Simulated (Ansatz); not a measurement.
**TiO2 (Rutile): band gap by G0W0 on r2SCAN**

Aim: the quasiparticle gap of TiO2 (Rutile), starting from r2SCAN.

Main program and level: Ansatz 0.2.0; r2SCAN, then G0W0 on it, plane waves, PAW.

**The experiments to reproduce.**

- Gap 3.28 eV: optical bandgap after anatase to rutile transformation; spectroscopic ellipsometry; film (polycrystalline sol-gel film on Si(100), annealed at high temperature below 800 °C) (“Photocatalytic Performance of Sol-Gel Prepared TiO2 Thin Films Annealed at Various Temperatures”, 2023, pmc:10419699).

- Gap 3.03 eV: experimental band gap, quoted; bulk crystal (quoted in “Polaron-induced phonon localization and stiffening in rutile TiO2”, 2016, arxiv:1612.05679).

- Gap 3.05 eV: band gap; bulk crystal (literature experimental value) (quoted in “Hydrogen related defects in titanium dioxide at the interface to palladium”, 2021, arxiv:2112.05953).

- Gap 3.09 ± 0.06 eV: optical gap from Tauc plot assuming indirect allowed transition; UV/vis diffuse reflectance, Kubelka-Munk and Tauc analysis; film (30 nm ALD shell on quartz particles, grown at 200 C, annealed in air at 500 C; rutile-rich with some anatase) on SiO2 (quartz particles) (“Defect-Mediated Crystallization of the Particulate TiO2 Photocatalyst Grown by Atomic Layer Deposition”, 2024, pmc:11726664).

## (1) Starting point

The structure is tetragonal, space group P4_2/mnm (No. 136). Conventional cell: a = 4.592 Å, b = 4.592 Å, c = 2.957 Å, α = 90.00°, β = 90.00°, γ = 90.00°. Nearest to Ti lie 6 O at 1.95 to 1.98 Å. Nearest to O lie 3 Ti at 1.95 to 1.98 Å. Farther neighbours and most contacts between anions are not listed.

The cell and positions come from the Crystallography Open Database and are kept as given unless a step says otherwise. The default PAW set here is soft_2. Its files were made with PBE.

## (2) Bands along the symmetry lines

Levels along a band path and on the mesh show where this functional puts the band edges.

This step: DFT, r2SCAN, plane waves, PAW.

The input, input.yaml:

```yaml
crystal:
  lattice:
    - [4.5922, 0.0, 0.0]
    - [0.0, 4.5922, 0.0]
    - [0.0, 0.0, 2.9574]
  atoms:
    - { symbol: Ti, position: [0.0, 0.0, 0.0] }
    - { symbol: Ti, position: [0.5, 0.5, 0.5] }
    - { symbol: O, position: [0.30496, 0.30496, 0.0] }
    - { symbol: O, position: [0.19504, 0.80496, 0.5] }
    - { symbol: O, position: [0.69504, 0.69504, 0.0] }
    - { symbol: O, position: [0.80496, 0.19504, 0.5] }
kpoints:
  mp_grid: { grid: [6, 6, 8] }
  band_path:
    path:
      - [[0.0, 0.0, 0.0], [0.0, 0.5, 0.0], [0.5, 0.5, 0.0], [0.0, 0.0, 0.0], [0.0, 0.0, 0.5], [0.0, 0.5, 0.5], [0.5, 0.5, 0.5], [0.0, 0.0, 0.5]]
      - [[0.0, 0.5, 0.0], [0.0, 0.5, 0.5]]
      - [[0.5, 0.5, 0.0], [0.5, 0.5, 0.5]]
    npoints: 10
hamiltonian:
  xc: r2scan
scf:
  occupations: { method: fermi_dirac, width: 0.02 }
  n_extra_bands: 6
output:
  eigenvalues: true
  forces: true
  stress: true
  write_density: true
  write_potential: true
  elf: true
  volumetric_format: npy
```

On the command line:

```
ansatz run input.yaml --threads 2 --pin off --max-ram 92160MiB --backend cuda --events-out ev --progress --plain --runs-dir out --devices 1 --max-vram 13GiB  # rebuilt from the run's record
```

Numbers of over 12 decimals in the logs are rounded to 6 here.

The log of the run:

```text
scf.n_extra_bands = 6 over 24 filled bands (N_el = 48.0): the run solves 30 bands
GPUs: using 1 of 1 available (devices: 1).
Engine: ansatz 0.2.0, x86_64-unknown-linux-gnu
Pseudopotentials: kind: paw
Pseudopotential: Ti, paw, valence charge 12, recommended cutoff 500 eV (meta_gga), Ti.paw.azcp
Pseudopotential: O, paw, valence charge 6, recommended cutoff 500 eV (meta_gga), O.paw.azcp
Functional definition: r2SCAN
  parameter k0 = 0.174
  parameter k1 = 0.065
  parameter a1 = 4.9479
  exchange = r2scan_x(k0 = k0, k1 = k1, a1 = a1)
  correlation = r2scan_c
device memory: the entry about to start is reckoned to put 2.9 GiB on a device that reports 45.3 GiB free (of which the cap on the GPU budget leaves the run 13.0 GiB)
GPU FFT provider: cuFFT
GPU libraries: cuBLAS 13.8.2, cuFFT 12.4.0, cuSOLVER 12.3.4
Crystal: 6 atoms, lattice volume = 62.367 Å³
Basis set: ecut = 500 eV, 1559 PW (Γ), exchange–correlation on 144×144×96 points (64 copies of the dense FFT grid, shifted against one another)
Bands: 30, of which v1, the nominal top of the filled ones, is band 24 counted from 1 (23 counted from 0)
Symmetry: 16 space group operations
Space group: P42/mnm (ITA 136), of the structure as read, at distance tolerance 4.0e-5 Å
k-points: 50 of 288
Non-local potential: Ti, projectors of the file, l = 0: 3, l = 1: 2, l = 2: 3, l = 3: 1
Non-local potential: O, projectors of the file, l = 0: 2, l = 1: 2, l = 2: 1
PAW form: soft (Blöchl's): semilocal exchange-correlation on the pseudo side does not see the compensation charge
PAW frozen core: Ti, regenerated for the run's functional (the file was generated under x = pbe(κ = 0.804, μ = 0.219515), c = pbe(β = 0.066725))
PAW frozen core: O, regenerated for the run's functional (the file was generated under x = pbe(κ = 0.804, μ = 0.219515), c = pbe(β = 0.066725))
PAW one-centre angular grid: Ti, 590 points (default); XC on 160 Gauss nodes
PAW one-centre angular grid: O, 302 points (default); XC on 160 Gauss nodes
Initial density: superposition of atomic densities (neutral atoms: chi_scale 0, normalization atom), corrected by the library's trained network
Initial wavefunctions: pseudopotential atomic-orbital guess
GPU buffer pool allocated for 31104 grid points (all kernels)
GPU transforms: local potential and band sums: pruned to the plane-wave sphere, on 36×36×24
Functional: x = r2scan, c = r2scan; τ floored in thin density (d = 2e-4 eV/Å³)
SCF iter   1: F=—  HF=-7292.561262 eV  |F-HF|=—  |Δ(HF+E_count)|=         —  Δρ=2.75e-2  dr2=5.49e-1  dr2_τ=3.86e-1  ethr=1.77e-3  ⟨swp⟩=6.0  Hψ=6193  notcnv=0
preconditioner: auto → Resta (q_TF=auto, 2.612 Å⁻¹)  ε∞=7.3  [insulator: Δε(μ)=2.747 eV  Ē_g=10.567 eV  σ=0.020 eV  W_gap=1.00  n_scr=18 (ndim 8)  ℏωp=26.6 eV  f_vac=0.016  D(μ)=0.00/eV (n_scr^D=0)  ε∞_Penn≈7.3]
SCF iter   2: F=—  HF=-7292.582781 eV  |F-HF|=—  |Δ(HF+E_count)|=   2.15e-2  Δρ=1.21e-2  dr2=4.39e-2  dr2_τ=2.80e-2  ethr=1.14e-3  ⟨swp⟩=3.0  Hψ=3296  notcnv=0  defer=75
SCF iter   3: F=—  HF=-7292.577541 eV  |F-HF|=—  |Δ(HF+E_count)|=   5.24e-3  Δρ=4.04e-3  dr2=6.07e-3  dr2_τ=5.37e-4  ethr=9.14e-5  ⟨swp⟩=2.1  Hψ=2455  notcnv=0  defer=75
SCF iter   4: F=—  HF=-7292.577299 eV  |F-HF|=—  |Δ(HF+E_count)|=   2.42e-4  Δρ=1.16e-3  dr2=4.24e-4  dr2_τ=1.05e-4  ethr=1.26e-5  ⟨swp⟩=2.0  Hψ=2246  notcnv=0  defer=75
SCF iter   5: F=—  HF=-7292.577401 eV  |F-HF|=—  |Δ(HF+E_count)|=   1.02e-4  Δρ=1.82e-4  dr2=2.42e-5  dr2_τ=1.40e-6  ethr=8.82e-7  ⟨swp⟩=2.0  Hψ=2251  notcnv=0  defer=75
SCF iter   6: F=—  HF=-7292.577507 eV  |F-HF|=—  |Δ(HF+E_count)|=   1.06e-4  Δρ=4.41e-5  dr2=1.75e-6  dr2_τ=7.88e-8  ethr=5.05e-8  ⟨swp⟩=2.0  Hψ=2663  notcnv=0  defer=73
SCF iter   7: F=—  HF=-7292.577507 eV  |F-HF|=—  |Δ(HF+E_count)|=   8.95e-8  Δρ=1.71e-5  dr2=2.14e-7  dr2_τ=1.03e-8  ethr=3.64e-9  ⟨swp⟩=2.1  Hψ=2061  notcnv=0  defer=73
SCF iter   8: F=-7292.577507 eV  HF=-7292.577507 eV  |F-HF|=1.69e-9  |Δ(HF+E_count)|=   9.27e-9  Δρ=2.24e-6  dr2=3.50e-9  dr2_τ=5.32e-11  ethr=2.08e-10  ⟨swp⟩=12.6  Hψ=10386  notcnv=0
SCF 1 converged in 8 iterations: F = -7292.577507 eV  dr2 = 3.50e-9
  greatest PAW one-centre occupation: 1.000 electrons in one spin orbital (limit 2), on the Ti atom at site 0 (counted from 0), in its partial waves of l = 0
device memory: the entry about to start is reckoned to put 2.4 GiB on a device that reports 59.7 GiB free (of which the cap on the GPU budget leaves the run 13.0 GiB)
NSCF: frozen V_eff on 93 k-points, pencils in batches of 32, up to order 132
SCF converged after 8 iterations
Free energy (F): -7292.577507 eV
Harris-Foulkes:  -7292.577507 eV  (|F-HF|=1.69e-9)
Internal energy: -7292.577507 eV  (E = F + TS)
E sigma→0 (E₀):  -7292.577507 eV
Fermi energy:    9.929260 eV
--- Per-component energies (eV) ---
  E_band       = -440.224682
  E_kinetic    = 1251.266532
  E_local      = -3077.472757  (includes V_loc(G=0)·N_el)
  E_nonlocal   = 191.770690
  E_hartree    = 1169.877896
  E_xc         = -482.969114
  E_vxc        = -693.312391  (∫ρ·V_xc dr)
  E_paw        = -2747.325973  (= ΣΔE_a)
  E_vpaw       = -497.831141  (= ΣTr[D̂ρ^β])
  E_aug_tail   = 0.004724  (compensation charges beyond the density's cutoff)
  E_vtau       = 45.594013  (kinetic-family band-sum trace: ∫τ·v_τ [+ j·A + Jᵃ·Aᵃ] dr)
  E_ewald      = -3597.094824
  E_core_change = -0.634678  (= ΣΔE_core)
  E_smearing   = -0.000000  (= −TS)
  E_closure    = 0.000000  (closes the sum)
  Σ components = -7292.577507   (vs F -7292.577507, Δ=0.00e0)
--- Forces (eV/Å), atoms counted from 1 ---
  atom   1  Ti     0.00000000    -0.00000000     0.00000000
  atom   2  Ti     0.00000000    -0.00000000     0.00000000
  atom   3  O     -0.03594879    -0.03594879     0.00000000
  atom   4  O      0.03594879    -0.03594879     0.00000000
  atom   5  O      0.03594879     0.03594879     0.00000000
  atom   6  O     -0.03594879     0.03594879     0.00000000
  max |Σ_I F_I| component: 6.94e-18 eV/Å
--- Stress (GPa, compression-positive) ---
        0.393745       0.000000       0.000000
        0.000000       0.393745       0.000000
        0.000000       0.000000      -0.186269
  P = ⅓ Tr σ = 0.2004 GPa (2.004 kbar)
--- Band table (eV; the first three rows and the last of 50) ---
  k-point 0: bands = [... 20 lower, 8.0693, 8.3473, 8.3473, 8.8194, 11.0508, 11.3865, 11.5845, 11.6793, ... 2 higher]
  k-point 1: bands = [... 20 lower, 7.4530, 8.0454, 8.0454, 8.7319, 11.4147, 11.4884, 11.5187, 11.8711, ... 2 higher]
  k-point 2: bands = [... 20 lower, 6.9793, 7.3161, 7.3161, 8.3340, 11.4058, 11.7445, 12.0226, 12.3033, ... 2 higher]
  k-point 49: bands = [... 20 lower, 7.5094, 7.5094, 8.1141, 8.1141, 11.7621, 11.7621, 12.4075, 12.4075, ... 2 higher]
```

It took 4.2 s on 1 × NVIDIA H100 80GB HBM3 (shared by 6 runs) with 2 threads of AMD EPYC 7R13 (Zen 3), shared host; peak memory 1.1 GiB; 5.6 s of CPU time.

In the SCF lines HF is the Harris–Foulkes energy and dr2 the Hartree energy of the density residual, in eV; the loop may stop once dr2 is under the threshold and the program's other checks hold. Hψ counts applications of the Hamiltonian.

This step gave:

```
pressure             : 0.2004 GPa
filled bands         : 24
gap                  : 2.231 eV
valence top at       : Γ
conduction bottom at : Γ
least direct gap     : 2.231 eV
```

Over mesh and path the gap is 2.231 eV, direct, at k = Γ.

Electronic bands along the path, in eV, zero at the top of the highest nominally filled band:

```
    point  band 21  band 22  band 23  band 24  band 25  band 26  band 27  band 28
        Γ    -0.75    -0.47    -0.47     0.00     2.23     2.57     2.77     2.86
  halfway    -1.46    -1.10    -0.85    -0.24     2.53     2.89     3.08     3.15
        X    -1.69    -1.69    -0.77    -0.77     2.92     2.92     3.38     3.38
  halfway    -1.53    -1.53    -1.11    -1.11     2.64     2.64     3.13     3.13
        M    -1.37    -1.37    -1.10    -1.10     2.28     2.28     2.88     2.88
  halfway    -1.79    -1.19    -1.13    -0.42     2.31     2.87     2.97     3.38
        Γ    -0.75    -0.47    -0.47     0.00     2.23     2.57     2.77     2.86
  halfway    -1.84    -1.50    -1.50    -0.49     2.59     2.93     3.20     3.48
        Z    -2.40    -2.40    -1.47    -1.47     3.31     3.31     3.55     3.55
  halfway    -1.82    -1.82    -1.66    -1.66     2.80     2.80     3.56     3.56
        R    -2.07    -2.07    -1.08    -1.08     2.28     2.28     3.58     3.58
  halfway    -1.56    -1.56    -0.92    -0.92     2.53     2.53     3.59     3.59
        A    -1.31    -1.31    -0.71    -0.71     2.94     2.94     3.59     3.59
  halfway    -1.87    -1.59    -1.42    -1.22     2.46     3.12     3.56     3.57
        Z    -2.40    -2.40    -1.47    -1.47     3.31     3.31     3.55     3.55
jump to X    -1.69    -1.69    -0.77    -0.77     2.92     2.92     3.38     3.38
  halfway    -2.02    -2.02    -0.87    -0.87     2.92     2.92     3.57     3.57
        R    -2.07    -2.07    -1.08    -1.08     2.28     2.28     3.58     3.58
jump to M    -1.37    -1.37    -1.10    -1.10     2.28     2.28     2.88     2.88
  halfway    -1.81    -1.81    -1.40    -1.40     3.06     3.06     3.24     3.24
        A    -1.31    -1.31    -0.71    -0.71     2.94     2.94     3.59     3.59
```

Electrostatic potential energy in the ab plane at fractional z = 0.000, with atoms of Ti and O within 0.2 Å of it. With pseudopotentials it is smooth inside the atoms' cores, unlike the true potential.

Values in eV, 14 rows by 14 columns, each cell a mean:
```
-31 -28 -16   4  11  14  15  15  15  13   9  -3 -21 -29
-24 -18  -5   7  12  14  15  15  13   9   6   3 -10 -21
 -6  -1   5  10  13  14  15  14   1 -17 -20  -5   3  -3
  9  10  11  13  13  14  13  10 -18 -34 -35 -20   6   9
 13  13  14  14  13  13  12   8 -18 -34 -34 -17   9  13
 15  15  15  14  13  12  11   9  -1 -18 -18   1  13  15
 15  15  15  13  12  10  10   9   9   8  10  14  15  15
 15  15  14   3  -6  -1   8  10  11  12  13  15  15  15
 14  14   5 -24 -32 -27  -1  10  12  13  14  14  14  14
 11  11  -2 -30 -36 -32  -6  12  13  13  13  13  12  11
  2   5   2 -23 -30 -24   3  13  14  14  13  10   7   4
-18 -12   0   2  -2   5  14  15  15  14  11   5  -5 -16
-29 -25 -12   5  11  14  15  15  15  13  10  -1 -18 -28
-32 -29 -18   2  11  14  15  15  15  13   9  -6 -24 -31
```
Columns run along a (4.6 Å; values clipped at the 3rd and 97th percentile), rows up along b (4.6 Å). Atoms in or near the plane, at fractional coordinates: Ti at (0.00, 0.00), O at (0.30, 0.30), O at (0.70, 0.70).

Valence density in the ab plane at fractional z = 0.000, with atoms of Ti and O within 0.2 Å of it. It is the smooth field of the valence electrons, not physical close to the nuclei.

Ten even steps from '0' (0.0 e/Å³) to '9' (9.6 e/Å³), each cell a mean:
```
85100000000027
32000000000012
00000000123100
00000000266300
00000000266200
00000000122100
00000000000000
00011100000000
00035410000000
00157510000000
00135310000000
11011000000001
74100000000025
97100000000038
```
Columns run along a (4.6 Å), rows up along b (4.6 Å). Atoms in or near the plane, at fractional coordinates: Ti at (0.00, 0.00), O at (0.30, 0.30), O at (0.70, 0.70).

(Part 1 of 2 ends here.)

[Paths, hosts, dates, memory and timing lines, banners, echoed tables and standing remarks are left out of the program output.]

[Logs are printed without paths, hosts, clocks, repeated set-up lines and the standing remarks that a program may print on its own settings, such as how far it seeks lower states.]

[Runs of the session that timed out or met a known fault of the program may be left out.]

[Cells called generated may have been cut or substituted from an entry of the Crystallography Open Database or the Materials Project.]

[Hosts, paths, dates, database ids (printed as entryN), source tags and the programs' standing remarks are cut or masked in the printed files.]

[Where an RPA ε∞ is given, it is that of the G0W0 mesh and is not shown converged in it. Names of k-points follow the symmetry that the program found, which can be lower than the space group named. Band edges on a path are those of the sampled points; other points can move an edge, and change direct to indirect where valleys lie close.]

[Hybrid gaps are those of their k-mesh and are not shown converged in it.]
